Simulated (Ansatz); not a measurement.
# BaSr2Ti3O9 (perovskite [001] superlattice) (P4mm): band gap by G0W0 on PBEsol

How far does one-shot GW move the PBEsol gap of BaSr2Ti3O9 (perovskite [001] superlattice) (P4mm)?

Main program and level: Ansatz 0.2.0; PBEsol, then G0W0 on it, plane waves, PAW.

The structure was built from a prototype and need not be the compound's stable phase.

### Step 1. The structure

The structure is tetragonal, space group P4mm (No. 99). The conventional cell has a = 3.952 Å, b = 3.952 Å, c = 11.764 Å, α = 90.00°, β = 90.00°, γ = 90.00°. Nearest to Sr lie 12 O at 2.76 to 2.83 Å. Nearest to O lie 2 Ti at 1.93 to 2.02 Å and 4 Sr at 2.79 Å. Nearest to Ti lie 6 O at 1.93 to 1.98 Å. Nearest to O lie 2 Ti at 1.98 Å and 4 Sr at 2.76 Å. Sr has 12 O at 2.76 to 2.79 Å nearest. Nearest to O lie 2 Ti at 1.93 Å and 4 Sr at 2.79 Å. It derives from SrTiO3. Farther neighbours and most contacts between anions are not listed.

The start is a generated structure, not a measured one. Spin-orbit coupling is left out unless a step names it.

The logs state that the PAW files were generated under PBE.

### Step 2. Relaxing the structure

The structure is relaxed first.

This step: DFT, PBEsol, plane waves, PAW; PAW set soft_1.

The input, input.yaml:

```yaml
crystal:
  lattice:
    - [3.9525, 0.0, 0.0]
    - [0.0, 3.9525, 0.0]
    - [0.0, 0.0, 11.7642125237]
  atoms:
    - { symbol: Sr, position: [0.0, 0.0, 0.0860251129] }
    - { symbol: O, position: [0.5, 0.5, 0.0860251129] }
    - { symbol: Ti, position: [0.5, 0.5, 0.25] }
    - { symbol: O, position: [0.5, 0.0, 0.25] }
    - { symbol: O, position: [0.0, 0.5, 0.25] }
    - { symbol: Sr, position: [0.0, 0.0, 0.4139748871] }
    - { symbol: O, position: [0.5, 0.5, 0.4139748871] }
    - { symbol: Ti, position: [0.5, 0.5, 0.5779497742] }
    - { symbol: O, position: [0.5, 0.0, 0.5779497742] }
    - { symbol: O, position: [0.0, 0.5, 0.5779497742] }
    - { symbol: Ba, position: [0.0, 0.0, 0.7419246614] }
    - { symbol: O, position: [0.5, 0.5, 0.7419246614] }
    - { symbol: Ti, position: [0.5, 0.5, 0.9139748871] }
    - { symbol: O, position: [0.5, 0.0, 0.9139748871] }
    - { symbol: O, position: [0.0, 0.5, 0.9139748871] }
kpoints:
  mp_grid: { grid: [6, 6, 2] }
hamiltonian:
  xc: pbesol
  pseudopotentials: { kind: paw, azcp: { folder: soft_1 }, xc_functional: pbe }
scf:
  occupations: { method: fermi_dirac, width: 0.02 }
relax:
  f_tol: 0.015
  max_steps: 100
  cell: {}
```

Started as:

```sh
$ ansatz run input.yaml --threads 3 --pin off --max-ram 92160MiB --backend cuda --events-out ev --progress --plain --runs-dir out --devices 1 --max-vram 13GiB
```

Numbers of over 12 decimals in the logs are rounded to 6 here.

The program printed:

```text
GPUs: using 1 of 1 available (devices: 1).
Engine: ansatz 0.2.0, x86_64-unknown-linux-gnu
Pseudopotentials: kind: paw
Pseudopotential: Sr, paw, valence charge 10, recommended cutoff 420 eV (normal), soft_1/Sr.paw.azcp
Pseudopotential: O, paw, valence charge 6, recommended cutoff 420 eV (normal), soft_1/O.paw.azcp
Pseudopotential: Ti, paw, valence charge 12, recommended cutoff 420 eV (normal), soft_1/Ti.paw.azcp
Pseudopotential: Ba, paw, valence charge 10, recommended cutoff 420 eV (normal), soft_1/Ba.paw.azcp
Functional definition: PBEsol
  exchange = pbesol_x
  correlation = pbesol_c
device memory: the entry about to start is reckoned to put 3.7 GiB on a device that reports 46.5 GiB free (of which the cap on the GPU budget leaves the run 13.0 GiB)
GPU FFT provider: cuFFT
GPU libraries: cuBLAS 13.8.2, cuFFT 12.4.0, cuSOLVER 12.3.4
Crystal: 15 atoms, lattice volume = 183.784 Å³
Basis set: ecut = 420 eV, 3615 PW (Γ), exchange–correlation on 54×54×160 points (8 copies of the dense FFT grid, shifted against one another)
Bands: 75, of which v1, the nominal top of the filled ones, is band 60 counted from 1 (59 counted from 0)
Symmetry: 8 space group operations
Space group: P4mm (ITA 99), of the structure as read, at distance tolerance 5.7e-5 Å
k-points: 20 of 72
Non-local potential: Sr, projectors of the file, l = 0: 3, l = 1: 2, l = 2: 2
Non-local potential: O, projectors of the file, l = 0: 2, l = 1: 2, l = 2: 1
Non-local potential: Ti, projectors of the file, l = 0: 3, l = 1: 2, l = 2: 3, l = 3: 1
Non-local potential: Ba, projectors of the file, l = 0: 3, l = 1: 2, l = 2: 2, l = 3: 2
PAW form: soft (Blöchl's): semilocal exchange-correlation on the pseudo side does not see the compensation charge
PAW frozen core: Sr, regenerated for the run's functional, and the local potential with it (the file was generated under x = pbe(κ = 0.804, μ = 0.219515), c = pbe(β = 0.066725))
PAW frozen core: O, regenerated for the run's functional, and the local potential with it (the file was generated under x = pbe(κ = 0.804, μ = 0.219515), c = pbe(β = 0.066725))
PAW frozen core: Ti, regenerated for the run's functional, and the local potential with it (the file was generated under x = pbe(κ = 0.804, μ = 0.219515), c = pbe(β = 0.066725))
PAW frozen core: Ba, regenerated for the run's functional, and the local potential with it (the file was generated under x = pbe(κ = 0.804, μ = 0.219515), c = pbe(β = 0.066725))
PAW one-centre angular grid: Sr, 110 points (default); XC on 64 Gauss nodes
PAW one-centre angular grid: O, 110 points (default); XC on 64 Gauss nodes
PAW one-centre angular grid: Ti, 590 points (default); XC on 64 Gauss nodes
PAW one-centre angular grid: Ba, 194 points (default); XC on 64 Gauss nodes
Initial density: superposition of atomic densities (chi_scale 0.1, normalization cell, long waves kept (reshape's long-wave potential 0.20 eV rms))
Initial wavefunctions: pseudopotential atomic-orbital guess
GPU buffer pool allocated for 58320 grid points (all kernels)
GPU transforms: local potential and band sums: pruned to the plane-wave sphere, on 27×27×80
Functional: x = pbesol(κ = 0.804, μ = 0.123457), c = pbesol(β = 0.046)
SCF iter   1: F=—  HF=-25343.217746 eV  |F-HF|=—  |Δ(HF+E_count)|=         —  Δρ=5.48e-2  dr2=6.40e0  ethr=3.10e-3  ⟨swp⟩=7.6  Hψ=6536  notcnv=0  defer=22
preconditioner: auto → Resta (q_TF=auto, 2.541 Å⁻¹)  ε∞=5.5  [insulator: Δε(μ)=1.180 eV  Ē_g=12.226 eV  σ=0.020 eV  W_gap=1.00  n_scr=56 (ndim 8)  ℏωp=26.0 eV  f_vac=0.000  D(μ)=0.00/eV (n_scr^D=0)  ε∞_Penn≈5.5]
SCF iter   2: F=—  HF=-25342.307950 eV  |F-HF|=—  |Δ(HF+E_count)|=   9.10e-1  Δρ=2.70e-2  dr2=2.06e0  ethr=3.10e-3  ⟨swp⟩=3.0  Hψ=2455  notcnv=0  defer=132
SCF iter   3: F=—  HF=-25342.015827 eV  |F-HF|=—  |Δ(HF+E_count)|=   2.92e-1  Δρ=7.96e-3  dr2=1.29e-1  ethr=1.71e-3  ⟨swp⟩=2.8  Hψ=2510  notcnv=0  defer=132
SCF iter   4: F=—  HF=-25342.003161 eV  |F-HF|=—  |Δ(HF+E_count)|=   1.27e-2  Δρ=2.33e-3  dr2=7.42e-3  ethr=1.08e-4  ⟨swp⟩=3.0  Hψ=2806  notcnv=0  defer=134
SCF iter   5: F=—  HF=-25342.005395 eV  |F-HF|=—  |Δ(HF+E_count)|=   2.23e-3  Δρ=4.24e-4  dr2=3.01e-4  ethr=6.19e-6  ⟨swp⟩=2.1  Hψ=2614  notcnv=0  defer=134
SCF iter   6: F=—  HF=-25342.005558 eV  |F-HF|=—  |Δ(HF+E_count)|=   1.63e-4  Δρ=1.94e-4  dr2=5.81e-5  ethr=2.51e-7  ⟨swp⟩=2.0  Hψ=2483  notcnv=0  defer=134
SCF iter   7: F=—  HF=-25342.005383 eV  |F-HF|=—  |Δ(HF+E_count)|=   1.75e-4  Δρ=4.56e-5  dr2=4.61e-6  ethr=4.84e-8  ⟨swp⟩=2.1  Hψ=2413  notcnv=0  defer=134
SCF iter   8: F=—  HF=-25342.005383 eV  |F-HF|=—  |Δ(HF+E_count)|=   3.84e-7  Δρ=1.17e-5  dr2=2.79e-7  ethr=3.84e-9  ⟨swp⟩=2.0  Hψ=1972  notcnv=0  defer=134
SCF iter   9: F=-25342.005383 eV  HF=-25342.005383 eV  |F-HF|=6.94e-9  |Δ(HF+E_count)|=   2.41e-8  Δρ=3.27e-6  dr2=1.74e-8  ethr=8.33e-11  ⟨swp⟩=5.0  Hψ=5635  notcnv=0
SCF 1 converged in 9 iterations: F = -25342.005383 eV  dr2 = 1.74e-8
  greatest PAW one-centre occupation: 0.998 electrons in one spin orbital (limit 2), on the Ti atom at site 12 (counted from 0), in its partial waves of l = 0
[...]
relax step  20: F+E_penalty+E_count = -25342.17120387 eV  Δ(F+E_penalty+E_count) = -1.610e-3 eV  max|allowed force component| = 5.532e-2 eV/Å  Δτ_max = 0.0184 Å  P = +0.041 GPa  Ω = 181.214 Å³  energy of the carried Pulay correction = +6.266e-3 eV  (6 SCF iters, dr2 threshold 5.50e-7 eV, accepted)
relax step  21: F+E_penalty+E_count = -25342.17126929 eV  Δ(F+E_penalty+E_count) = -6.542e-5 eV  max|allowed force component| = 2.852e-2 eV/Å  Δτ_max = 0.0035 Å  P = -0.011 GPa  Ω = 181.249 Å³  energy of the carried Pulay correction = +6.180e-3 eV  (6 SCF iters, dr2 threshold 1.91e-7 eV, accepted)
relax step  22: F+E_penalty+E_count = -25342.17130712 eV  Δ(F+E_penalty+E_count) = -3.783e-5 eV  max|allowed force component| = 1.795e-2 eV/Å  Δτ_max = 0.0023 Å  P = -0.002 GPa  Ω = 181.248 Å³  energy of the carried Pulay correction = +6.182e-3 eV  (6 SCF iters, dr2 threshold 5.08e-8 eV, accepted)
relax step  23: F+E_penalty+E_count = -25342.17135806 eV  Δ(F+E_penalty+E_count) = -5.095e-5 eV  max|allowed force component| = 2.868e-3 eV/Å  Δτ_max = 0.0008 Å  P = +0.000 GPa  Ω = 181.237 Å³  energy of the carried Pulay correction = +6.209e-3 eV  (6 SCF iters, dr2 threshold 2.01e-8 eV, accepted)
relax step  24: F+E_penalty+E_count = -25342.16624487 eV  Δ(F+E_penalty+E_count) = +5.113e-3 eV  max|allowed force component| = 3.095e-3 eV/Å  Δτ_max = 0.0000 Å  P = -0.051 GPa  Ω = 181.237 Å³  stress off target by 8.03e-2 GPa  SCF on the basis re-selected at this cell (its energy is not comparable with the rows above)  (6 SCF iters)
relax step  25: F+E_penalty+E_count = -25342.16635901 eV  Δ(F+E_penalty+E_count) = -1.141e-4 eV  max|allowed force component| = 2.401e-3 eV/Å  Δτ_max = 0.0007 Å  P = +0.002 GPa  Ω = 181.199 Å³  energy of the carried Pulay correction = +9.241e-5 eV  (6 SCF iters, dr2 threshold 1.61e-8 eV, accepted)
relax step  26: F+E_penalty+E_count = -25342.16618836 eV  Δ(F+E_penalty+E_count) = +1.706e-4 eV  max|allowed force component| = 2.401e-3 eV/Å  Δτ_max = 0.0000 Å  P = +0.001 GPa  Ω = 181.199 Å³  stress off target by 1.52e-2 GPa  SCF on the basis re-selected at this cell (its energy is not comparable with the rows above)  (6 SCF iters)
basis re-selected at this cell: Δ(F+E_penalty+E_count) = +1.706e-4 eV, ΔP = -0.001 GPa vs the last step (what re-selecting the basis moved, of the pressure what is left beyond the Pulay correction that the steps carried, after the strain that the cell walked since its last selection, with what the two solves' SCF thresholds leave and, on support functions, any second-order correction that the steps lacked; it is no m [...]
SCF converged after 6 iterations
Free energy (F): -25342.166188 eV
Harris-Foulkes:  -25342.166188 eV  (|F-HF|=2.18e-11)
Internal energy: -25342.166188 eV  (E = F + TS)
E sigma→0 (E₀):  -25342.166188 eV
Fermi energy:    11.058929 eV
--- Per-component energies (eV) ---
  E_band       = -543.151082
  E_kinetic    = 2986.001379
  E_local      = -7077.541896  (includes V_loc(G=0)·N_el)
  E_nonlocal   = 1212.271871
  E_hartree    = 2533.956469
  E_xc         = -1537.174031
  E_vxc        = -1705.284517  (∫ρ·V_xc dr)
  E_paw        = -14846.472970  (= ΣΔE_a)
  E_vpaw       = -1026.517196  (= ΣTr[D̂ρ^β])
  E_aug_tail   = 0.006624  (compensation charges beyond the density's cutoff)
  E_ewald      = -8614.369514
  E_core_change = 1.155878  (= ΣΔE_core)
  E_smearing   = -0.000000  (= −TS)
  E_closure    = 0.000000  (closes the sum)
  Σ components = -25342.166188   (vs F -25342.166188, Δ=0.00e0)
--- Forces (eV/Å), atoms counted from 1 ---
  atom   1  Sr    -0.00000000     0.00000000    -0.00028315
  atom   2  O      0.00000000    -0.00000000     0.00005153
  atom   3  Ti    -0.00000000     0.00000000    -0.00239997
  atom   4  O      0.00000000     0.00000000     0.00042821
  atom   5  O     -0.00000000    -0.00000000     0.00042821
  atom   6  Sr     0.00000000    -0.00000000     0.00026431
  atom   7  O      0.00000000    -0.00000000     0.00195859
  atom   8  Ti     0.00000000    -0.00000000     0.00031943
  atom   9  O      0.00000000     0.00000000    -0.00026366
  atom  10  O     -0.00000000    -0.00000000    -0.00026366
  atom  11  Ba    -0.00000000     0.00000000    -0.00178148
  atom  12  O      0.00000000    -0.00000000     0.00126886
  atom  13  Ti     0.00000000    -0.00000000     0.00007750
  atom  14  O      0.00000000     0.00000000     0.00010480
  atom  15  O     -0.00000000    -0.00000000     0.00010480
  max |Σ_I F_I| component: 1.43e-5 eV/Å
--- Stress (GPa, compression-positive) ---
       -0.006117       0.000000       0.000000
        0.000000      -0.006117       0.000000
        0.000000       0.000000       0.015195
  P = ⅓ Tr σ = 0.0010 GPa (0.010 kbar)
--- Band table (eV; the first three rows and the last of 20) ---
  k-point 0: bands = [... 56 lower, 9.4907, 9.7008, 9.7259, 9.7259, 11.9830, 12.0789, 12.1309, 12.1873, ... 11 higher]
  k-point 1: bands = [... 56 lower, 9.6038, 9.6038, 9.6569, 9.6569, 12.0144, 12.0261, 12.1524, 12.6621, ... 11 higher]
  k-point 2: bands = [... 56 lower, 9.1689, 9.2240, 9.5130, 9.6109, 12.2165, 12.5591, 12.6062, 12.6125, ... 11 higher]
  k-point 19: bands = [... 56 lower, 10.0356, 10.0550, 10.0698, 10.1265, 14.0706, 14.0706, 14.0955, 14.0955, ... 11 higher]
--- Relaxed structure (24 steps of the walk, 23 accepted, 2 SCFs on fresh bases) ---
  F+E_penalty+E_count = -25342.16618836 eV   max|allowed force component| = 2.401e-3 eV/Å   (the final SCF, on the basis selected at the relaxed cell)
  cell:  # Å, volume = 181.1991 Å³
    - [3.912343, 0.0, 0]
    - [0.0, 3.912343, 0.0]
    - [0, 0.0, 11.838103]
  atoms:
    - { symbol: Sr, position: [0, 0.0, 0.086919] }
    - { symbol: O, position: [0.5, 0.5, 0.080136] }
    - { symbol: Ti, position: [0.5, 0.5, 0.252720] }
    - { symbol: O, position: [0.5, 0.0, 0.244167] }
    - { symbol: O, position: [0, 0.5, 0.244167] }
    - { symbol: Sr, position: [0, 0.0, 0.416039] }
    - { symbol: O, position: [0.5, 0.5, 0.409480] }
    - { symbol: Ti, position: [0.5, 0.5, 0.581943] }
    - { symbol: O, position: [0.5, 0.0, 0.571562] }
    - { symbol: O, position: [0, 0.5, 0.571562] }
    - { symbol: Ba, position: [0, 0.0, 0.749748] }
    - { symbol: O, position: [0.5, 0.5, 0.742109] }
    - { symbol: Ti, position: [0.5, 0.5, 0.924182] }
    - { symbol: O, position: [0.5, 0.0, 0.917444] }
    - { symbol: O, position: [0, 0.5, 0.917444] }
```

Elapsed: 69 s, on 1 × NVIDIA H100 80GB HBM3 (shared by 6 runs) with 3 threads of AMD EPYC 7R13 (Zen 3), shared host; peak memory 1 GiB; 2.2 min of CPU time.

Step by step (22 of 26):

```tsv
step	energy less that of the first step (eV)	largest force component (eV/Å)	pressure (GPa)	volume (Å³)
1	0.0000	1.0225	-2.89	183.78
2	-0.0654	1.1907	0.05	180.55
3	-0.1509	0.3056	0.64	179.87
5	-0.1571	0.0475	0.02	180.50
6	-0.1571	0.0391	-0.03	180.53
7	-0.1573	0.0062	0.00	180.51
8	-0.1573	0.0058	0.00	180.51
9	-0.1573	0.0065	0.01	180.50
11	-0.1573	0.0079	0.00	180.50
12	-0.1573	0.0089	0.00	180.51
13	-0.1573	0.0106	0.00	180.51
14	-0.1576	0.0166	0.01	180.51
15	-0.1589	0.0262	0.03	180.54
16	-0.1630	0.0381	0.16	180.64
18	-0.1603	0.1478	-0.81	181.78
19	-0.1642	0.0938	-0.19	181.11
20	-0.1658	0.0553	0.04	181.21
21	-0.1659	0.0285	-0.01	181.25
22	-0.1659	0.0180	0.00	181.25
24*	-0.1609	0.0031	-0.05	181.24
25	-0.1610	0.0024	0.00	181.20
26*	-0.1608	0.0024	0.00	181.20
```

Relaxation steps marked * repeat the geometry before them on a plane-wave basis chosen anew for their cell, so energy and pressure can jump there. Other such steps can lie between the rows shown. Relaxation step 17 was tried and not accepted.

The run keeps the 8 symmetry operations that it works with, so distortions that break them were not tested.

```tsv
conventional cell, symmetrised	before	after	change
a (Å)	3.952	3.912	-1.0 %
b (Å)	3.952	3.912	-1.0 %
c (Å)	11.764	11.838	+0.6 %
volume (Å³/atom)	12.25	12.08	-1.4 %
```

The atoms that moved most (Å, as changes of fractional coordinates times the final cell):

```tsv
atom	dx	dy	dz	length
Ti13	0.000	0.000	0.121	0.121
Ba11	0.000	0.000	0.093	0.093
O9	0.000	0.000	-0.076	0.076
O10	0.000	0.000	-0.076	0.076
O2	0.000	0.000	-0.070	0.070
O4	0.000	0.000	-0.069	0.069
O5	0.000	0.000	-0.069	0.069
O7	0.000	0.000	-0.053	0.053
```

The relaxed structure:

```cif
data_structure
_symmetry_space_group_name_H-M 'P 1'
_symmetry_Int_Tables_number 1
_cell_length_a 3.9123
_cell_length_b 3.9123
_cell_length_c 11.8381
_cell_angle_alpha 90.000
_cell_angle_beta 90.000
_cell_angle_gamma 90.000
_cell_volume 181.20
loop_
_atom_site_label
_atom_site_type_symbol
_atom_site_fract_x
_atom_site_fract_y
_atom_site_fract_z
_atom_site_occupancy
Sr1 Sr 0.00000 0.00000 0.08692 1
O2 O 0.50000 0.50000 0.08014 1
Ti3 Ti 0.50000 0.50000 0.25272 1
O4 O 0.50000 0.00000 0.24417 1
O5 O 0.00000 0.50000 0.24417 1
Sr6 Sr 0.00000 0.00000 0.41604 1
O7 O 0.50000 0.50000 0.40948 1
Ti8 Ti 0.50000 0.50000 0.58194 1
O9 O 0.50000 0.00000 0.57156 1
O10 O 0.00000 0.50000 0.57156 1
Ba11 Ba 0.00000 0.00000 0.74975 1
O12 O 0.50000 0.50000 0.74211 1
Ti13 Ti 0.50000 0.50000 0.92418 1
O14 O 0.50000 0.00000 0.91744 1
O15 O 0.00000 0.50000 0.91744 1
```

The program's warnings for this run: band table not solved further.

[end of part 1 of 3]

[Paths, hosts, dates, memory and timing lines, banners, echoed tables and standing remarks are left out of the program output.]

[Logs are printed without paths, hosts, clocks, repeated set-up lines and the standing remarks that a program may print on its own settings, such as how far it seeks lower states.]

[Runs of the session that timed out or met a known fault of the program may be left out.]

[Cells called generated may have been cut or substituted from an entry of the Crystallography Open Database or the Materials Project.]

[Hosts, paths, dates, database ids (printed as entryN), source tags and the programs' standing remarks are cut or masked in the printed files.]

[Where an RPA ε∞ is given, it is that of the G0W0 mesh and is not shown converged in it. Names of k-points follow the symmetry that the program found, which can be lower than the space group named. Band edges on a path are those of the sampled points; other points can move an edge, and change direct to indirect where valleys lie close.]

[Hybrid gaps are those of their k-mesh and are not shown converged in it.]
